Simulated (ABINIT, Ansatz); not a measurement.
**Ba2SrTeO6 (R-3): G0W0 with ABINIT, start to end**

Aim: the G0W0 gap of Ba2SrTeO6 (R-3) on LDA, step by step.

Calculated with ABINIT 10.8.3; LDA and many-body steps on it, plane waves.

## 1. Starting point

The structure is trigonal, space group R-3 (No. 148). Conventional cell: a = 6.189 Å, b = 6.189 Å, c = 14.900 Å, α = 90.00°, β = 90.00°, γ = 120.00°. Nearest to Ba lie 12 O at 2.79 to 3.42 Å. Nearest to Sr lie 6 O at 2.44 Å. Te has 6 O at 1.96 Å nearest. Nearest to O lie 1 Te at 1.96 Å and 1 Sr at 2.44 Å and 4 Ba at 2.79 to 3.42 Å. Farther neighbours and most contacts between anions are not listed.

The cell and positions are those that the Materials Project relaxed with its own functionals (PBE, PBE+U or r2SCAN), kept fixed. Spin-orbit coupling is left out unless a step names it.

## 2. Ground state

This step: ABINIT 10.8.3; DFT, LDA, plane waves, norm-conserving pseudopotentials.

The ground-state density comes first.

run.abi reads:

```
acell 3*1.0 Angstrom
rprim 
  3.094471017325 1.786593674874 4.966610984592
  -3.094471017325 1.786593674874 4.966610984592
  -0.000000000000 -3.573187349682 4.966610984616
ntypat 4
znucl 56 38 52 8
natom 10
typat 1 1 2 3 4 4 4 4 4 4
xred 
  0.252060000000 0.252060000000 0.252060000000
  0.747940000000 0.747940000000 0.747940000000
  0.000000000000 0.000000000000 0.000000000000
  0.500000000000 0.500000000000 0.500000000000
  0.328441000000 0.717506000000 0.226340000000
  0.717506000000 0.226340000000 0.328441000000
  0.226340000000 0.328441000000 0.717506000000
  0.671559000000 0.282494000000 0.773660000000
  0.773660000000 0.671559000000 0.282494000000
  0.282494000000 0.773660000000 0.671559000000
pp_dirpath "pseudos"
pseudos "Ba.upf, Sr.upf, Te.upf, O.upf"
ecut 42
ngkpt 4 4 4
nshiftk 1
shiftk 0 0 0
kptopt 1
chksymbreak 0
nband 54
occopt 1
tolvrs 1e-08
nstep 60
prtwf 0
optforces 0
optstress 0
indata_prefix "in"
outdata_prefix "out"
tmpdata_prefix "tmp"
```

Launch:

```bash
OMP_NUM_THREADS=1 mpirun -n 4 abinit run.abi > log
```

Numbers of over 12 decimals in the logs are rounded to 6 here.

The program printed:

```text
.Version 10.8.3 of ABINIT. v10.8.2 released Aug 2026.

 Symmetries : space group R-3 (#148); Bravais hR (rhombohedral)
================================================================================
 Values of the parameters that define the memory need of the present run
     intxc =       0    ionmov =       0      iscf =       7    lmnmax =       6
     lnmax =       6     mgfft =      72  mpssoang =       3    mqgrid =    3001
     natom =      10  nloc_mem =       1    nspden =       1   nspinor =       1
    nsppol =       1      nsym =       6    n1xccc =    2501    ntypat =       4
    occopt =       1   xclevel =       1
-    mband =          54        mffmem =           1         mkmem =           4
       mpw =       14469          nfft =      373248          nkpt =          14
================================================================================
  Rough estimation (10% accuracy) of disk space for files :
================================================================================

--------------------------------------------------------------------------------
------------- Echo of variables that govern the present computation ------------
--------------------------------------------------------------------------------
 -outvars: echo values of preprocessed input variables --------
            acell      1.8897261259E+00  1.8897261259E+00  1.8897261259E+00 Bohr

      chksymbreak           0
             ecut      4.20000000E+01 Hartree
-          fftalg         312

              ixc       -1012
              kpt      0.00000000E+00  0.00000000E+00  0.00000000E+00
                       2.50000000E-01  0.00000000E+00  0.00000000E+00
                       5.00000000E-01  0.00000000E+00  0.00000000E+00
                       2.50000000E-01  2.50000000E-01  0.00000000E+00
                       5.00000000E-01  2.50000000E-01  0.00000000E+00
                      -2.50000000E-01  2.50000000E-01  0.00000000E+00
                       2.50000000E-01  5.00000000E-01  0.00000000E+00
                       5.00000000E-01  5.00000000E-01  0.00000000E+00
                       2.50000000E-01  2.50000000E-01  2.50000000E-01
                       5.00000000E-01  2.50000000E-01  2.50000000E-01
                      -2.50000000E-01  2.50000000E-01  2.50000000E-01
[...]
kptrlatt        4    0    0      0    4    0      0    0    4
          kptrlen      4.62484470E+01
P           mkmem           4
            natom          10
            nband          54
            ngfft          72      72      72
             nkpt          14
            nstep          60
             nsym           6
           ntypat           4
              occ      2.000000  2.000000  2.000000  2.000000  2.000000  2.000000
                       2.000000  2.000000  2.000000  2.000000  2.000000  2.000000
                       2.000000  2.000000  2.000000  2.000000  2.000000  2.000000
                       2.000000  2.000000  2.000000  2.000000  2.000000  2.000000
                       2.000000  2.000000  2.000000  2.000000  2.000000  2.000000
                       2.000000  2.000000  2.000000  2.000000  2.000000  2.000000
                       2.000000  2.000000  2.000000  2.000000  2.000000  2.000000
                       2.000000  2.000000  2.000000  0.000000  0.000000  0.000000
                       0.000000  0.000000  0.000000  0.000000  0.000000  0.000000
        optforces           0
        optstress           0
            prtwf           0
            rprim      3.0944710173E+00  1.7865936749E+00  4.9666109846E+00
[...]
spgroup         148

           tolvrs      1.00000000E-08

             xred      2.5206000000E-01  2.5206000000E-01  2.5206000000E-01
[...]
znucl       56.00000   38.00000   52.00000    8.00000

================================================================================

 chkinp: Checking input parameters for consistency.

================================================================================
== DATASET  1 ==================================================================
-   mpi_nproc: 4, omp_nthreads: 1 (-1 if OMP is not activated)

--- !DatasetInfo
iteration_state: {dtset: 1, }
dimensions: {natom: 10, nkpt: 14, mband: 54, nsppol: 1, nspinor: 1, nspden: 1, mpw: 14469, }
cutoff_energies: {ecut:  42.0, pawecutdg:  -1.0, }
electrons: {nelect:   9.00000000E+01, charge:   0.00000000E+00, occopt:   1.00000000E+00, tsmear:   1.00000000E-02, }

 Real(R)+Recip(G) space primitive vectors, cartesian coordinates (Bohr,Bohr^-1):
 R(1)=  5.8477027  3.3761727  9.3855345  G(1)=  0.0855037  0.0493656  0.0355156
 R(2)= -5.8477027  3.3761727  9.3855345  G(2)= -0.0855037  0.0493656  0.0355156
 R(3)=  0.0000000 -6.7523455  9.3855345  G(3)=  0.0000000 -0.0987311  0.0355156
 Unit cell volume ucvol=  1.1117835E+03 bohr^3
 Angles (23,13,12)=  6.07641957E+01  6.07641957E+01  6.07641957E+01 degrees

 getcut: wavevector=  0.0000  0.0000  0.0000  ngfft=  72  72  72
         ecut(hartree)=     42.000   => boxcut(ratio)=   2.13483

--- Pseudopotential description ------------------------------------------------
- Ba Generated using ONCVPSP code by D. R. Hamann
- 56.00000  10.00000  180309                  znucl, zion, pspdat
12 -1012 2 -1 1912                            pspcod,pspxc,lmax,lloc,mmax
[...]
12 -1012 2 -1 926                             pspcod,pspxc,lmax,lloc,mmax
     nproj     2     2     1
  pspatm : epsatm=    6.24525921
         --- l  ekb(1:nproj) -->
[...]
2   -1.033686
 pspatm: atomic psp has been read  and splines computed

   1.17904761E+04                                ecore*ucvol(ha*bohr**3)
--------------------------------------------------------------------------------

_setup2: Arith. and geom. avg. npw (full set) are   14456.547   14456.541

================================================================================

--- !BeginCycle
iteration_state: {dtset: 1, }
solver: {iscf: 7, nstep: 60, nline: 4, wfoptalg: 0, }
tolerances: {tolvrs: 1.00E-08, }

     iter   Etot(hartree)      deltaE(h)  residm     vres2
 ETOT  1  -469.97621081679    -4.700E+02 2.523E-01 4.361E+03
 ETOT  2  -470.34313921692    -3.669E-01 1.942E-02 3.721E+03
 ETOT  3  -471.07681680939    -7.337E-01 1.002E-02 2.769E+02
 ETOT  4  -471.11640968374    -3.959E-02 4.124E-03 2.074E+01
 ETOT  5  -471.11790183494    -1.492E-03 1.507E-03 1.850E+00
 ETOT  6  -471.11816192338    -2.601E-04 7.836E-04 7.429E-02
 ETOT  7  -471.11816551933    -3.596E-06 4.153E-04 5.961E-03
 ETOT  8  -471.11816589752    -3.782E-07 1.210E-04 3.559E-04
 ETOT  9  -471.11816591280    -1.528E-08 1.382E-04 8.629E-06
 ETOT 10  -471.11816591320    -4.007E-10 6.891E-05 1.199E-07
 ETOT 11  -471.11816591320     2.956E-12 7.669E-05 1.531E-09

 At SCF step   11       vres2   =  1.53E-09 < tolvrs=  1.00E-08 =>converged.

--- !ResultsGS
iteration_state: {dtset: 1, }
comment   : Summary of ground state results
lattice_vectors:
- [  5.8477027,   3.3761727,   9.3855345, ]
- [ -5.8477027,   3.3761727,   9.3855345, ]
- [ -0.0000000,  -6.7523455,   9.3855345, ]
lattice_lengths: [  11.56211,   11.56211,   11.56211, ]
lattice_angles: [ 60.764,  60.764,  60.764, ] # degrees, (23, 13, 12)
lattice_volume:   1.1117835E+03
convergence: {deltae:  2.956E-12, res2:  1.531E-09, residm:  7.669E-05, diffor:  0.000E+00, }
etotal    :  -4.71118166E+02
entropy   :   0.00000000E+00
fermie    :   1.86600971E-01
cartesian_stress_tensor: null
pressure_GPa: null
xred      :
- [  2.5206E-01,   2.5206E-01,   2.5206E-01, Ba]
- [  7.4794E-01,   7.4794E-01,   7.4794E-01, Ba]
- [  0.0000E+00,   0.0000E+00,   0.0000E+00, Sr]
- [  5.0000E-01,   5.0000E-01,   5.0000E-01, Te]
- [  3.2844E-01,   7.1751E-01,   2.2634E-01,  O]
- [  7.1751E-01,   2.2634E-01,   3.2844E-01,  O]
- [  2.2634E-01,   3.2844E-01,   7.1751E-01,  O]
- [  6.7156E-01,   2.8249E-01,   7.7366E-01,  O]
- [  7.7366E-01,   6.7156E-01,   2.8249E-01,  O]
- [  2.8249E-01,   7.7366E-01,   6.7156E-01,  O]
cartesian_forces: null
force_length_stats: {min: null, max: null, mean: null, }

 Integrated electronic density in atomic spheres:
 ------------------------------------------------
 Atom  Sphere_radius  Integrated_density
[...]
================================================================================

 ----iterations are completed or convergence reached----

 Mean square residual over all n,k,spin=   39.073E-08; max=  76.686E-06
 reduced coordinates (array xred) for   10 atoms
[...]
0.717506000000      0.226340000000      0.328441000000
       0.226340000000      0.328441000000      0.717506000000
       0.671559000000      0.282494000000      0.773660000000
       0.773660000000      0.671559000000      0.282494000000
       0.282494000000      0.773660000000      0.671559000000
 rms dE/dt=  0.0000E+00; max dE/dt=  0.0000E+00; dE/dt below (all hartree)
    1       0.000000000000      0.000000000000      0.000000000000
    2       0.000000000000      0.000000000000      0.000000000000
    3       0.000000000000      0.000000000000      0.000000000000
    4       0.000000000000      0.000000000000      0.000000000000
    5       0.000000000000      0.000000000000      0.000000000000
    6       0.000000000000      0.000000000000      0.000000000000
    7       0.000000000000      0.000000000000      0.000000000000
    8       0.000000000000      0.000000000000      0.000000000000
    9       0.000000000000      0.000000000000      0.000000000000
   10       0.000000000000      0.000000000000      0.000000000000

 cartesian coordinates (angstrom) at end:
[...]
6      1.519899     0.512688     6.318955
    7     -0.315949    -1.572615     6.318955
    8      1.203950    -1.059927     8.580878
    9      0.315949     1.572615     8.580878
   10     -1.519899    -0.512688     8.580878
 length scales=  1.889726125908  1.889726125908  1.889726125908 bohr
              =  1.000000000000  1.000000000000  1.000000000000 angstroms
 prteigrs : about to open file out_EIG
 Fermi (or HOMO) energy (hartree) =   0.18660   Average Vxc (hartree)=  -0.40051
 Eigenvalues (hartree) for nkpt=  14  k points:
 kpt#   1, nband= 54, wtk=  0.01563, kpt=  0.0000  0.0000  0.0000 (reduced coord)
  -5.67175   -3.84127   -3.84110   -3.84110   -1.18007   -1.18007   -1.17697   -1.17674
  -1.17674   -0.98338   -0.74589   -0.74277   -0.48492   -0.42071   -0.42071   -0.41879
  -0.37786   -0.37786   -0.32138   -0.31975   -0.31975   -0.20949   -0.20609   -0.20609
  -0.19562   -0.19511   -0.19511   -0.13566    0.03424    0.03568    0.03568    0.11040
   0.11040    0.11434    0.12000    0.12000    0.15344    0.15563    0.15563    0.16206
   0.16206    0.16349    0.18167    0.18167    0.18184    0.29461    0.36850    0.36850
   0.38832    0.39256    0.39589    0.39589    0.40719    0.40720
 prteigrs : prtvol=0 or 1, do not print more k-points.

--- !EnergyTerms
iteration_state     : {dtset: 1, }
comment             : Components of total free energy in Hartree
kinetic             :  1.84260027596161E+02
hartree             :  1.66875588383284E+02
xc                  : -8.32664362582837E+01
Ewald energy        : -2.49113921177102E+02
psp_core            :  1.06050112958833E+01
local_psp           : -4.80072045951766E+02
non_local_psp       : -2.04063898013713E+01
total_energy        : -4.71118165913196E+02
total_energy_eV     : -1.28197783801621E+04
band_energy         : -5.65569233620003E+01

== END DATASET(S) ==============================================================
================================================================================

 -outvars: echo values of variables after computation  --------
           etotal     -4.7111816591E+02
            nband          54
             nkpt          14
          spgroup         148
 [... the other variables as echoed above ...]

 Calculation completed.
```

Elapsed: 4 min, on 4 MPI ranks of Arm Neoverse V1, shared host; peak memory 0.81 GiB.

Numbers from this step:

| Property | Result |
| --- | --- |
| total energy | -12819.7784 eV |
| gap | 2.939 eV |
| k of the valence top | 0.5, 0.5, 0 |
| k of the conduction bottom | 0, 0, 0 |
| least direct gap | 3.069 eV |

The gap is indirect, with the least direct gap 0.13 eV higher.

(Continued in part 2 of 3.)

[Paths, hosts, dates, memory and timing lines, banners, echoed tables and standing remarks are left out of the program output.]

[Logs are printed without paths, hosts, clocks, repeated set-up lines and the standing remarks that a program may print on its own settings, such as how far it seeks lower states.]

[Runs of the session that timed out or met a known fault of the program may be left out.]

[Hosts, paths, dates, database ids (printed as entryN), source tags and the programs' standing remarks are cut or masked in the printed files.]

[G0W0 gaps are taken among the corrected bands and points alone; a level outside them can change the order at an edge.]

[Where Ansatz stands beside ABINIT at settings called matched, ABINIT's density can come from a denser mesh and the files from another edition; pairs whose starting gaps differed by over 0.03 eV were left out, so agreement reads better than it is.]
